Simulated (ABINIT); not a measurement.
Entries from a set of simulations; values are calculated unless marked as measured.

```
Na3OBr (Pm-3m): G0W0 with ABINIT, start to end
1.0
     4.53313    0.00000    0.00000
     0.00000    4.53313    0.00000
     0.00000    0.00000    4.53313
Na Br O
3 1 1
Direct
  0.00000 0.50000 0.50000
  0.50000 0.00000 0.50000
  0.50000 0.50000 0.00000
  0.00000 0.00000 0.00000
  0.50000 0.50000 0.50000
# method: RPA screening on PBEsol with spin-orbit coupling, plane waves, norm-conserving pseudopotentials (and 2 further levels or steps)
# program: ABINIT 10.8.3
# settings of one run: cutoff 38 Ha, PseudoDojo fully relativistic 0.4 standard, norm-conserving, ngkpt (2, 2, 2), nband 130, ecuteps 3.6 Ha, shiftk (0, 0, 0), symchi 1, awtr 1, frequency ppm, 2×2×2 k-mesh
# cost: 5 runs, 3.8 min in all on 8 MPI ranks of Arm Neoverse V2, shared host (the runs of this entry)
# notes: The program’s warnings: Neglecting <n,k|[Vnl,iqr]|m,k> and nproc spkpt=  >= nkpt= * nsppol=. The cell and positions are those that the Materials Project relaxed with its own functionals (PBE, PBE+U or r2SCAN), kept fixed. Limits: screening head approximate. Only 1 of the mesh’s irreducible points was corrected, so a valley elsewhere could overtake. Bands and cutoff are finite, so the gap is not at the basis limit. The miss can reach some tenths of an eV and take either sign; the mesh is an error of its own. The 2×2×2 mesh is coarse for this cell, which bears on the long-range parts of exchange and screening.
# PBEsol gap: 1.94 eV, direct
# G0W0 gap on the mesh: 3.10 eV
# GW settings: 2×2×2 mesh, 130 bands, screening to 98 eV, Godby-Needs plasmon pole
# known limits: not at the basis limit; screening head approximate; coarse k mesh
```

[Paths, hosts, dates, memory and timing lines, banners, echoed tables and standing remarks are left out of the program output.]

[Logs are printed without paths, hosts, clocks, repeated set-up lines and the standing remarks that a program may print on its own settings, such as how far it seeks lower states.]

[Runs of the session that timed out or met a known fault of the program may be left out.]

[Hosts, paths, dates, database ids (printed as entryN), source tags and the programs' standing remarks are cut or masked in the printed files.]

[G0W0 gaps are taken among the corrected bands and points alone; a level outside them can change the order at an edge.]

[Where Ansatz stands beside ABINIT at settings called matched, ABINIT's density can come from a denser mesh and the files from another edition; pairs whose starting gaps differed by over 0.03 eV were left out, so agreement reads better than it is.]
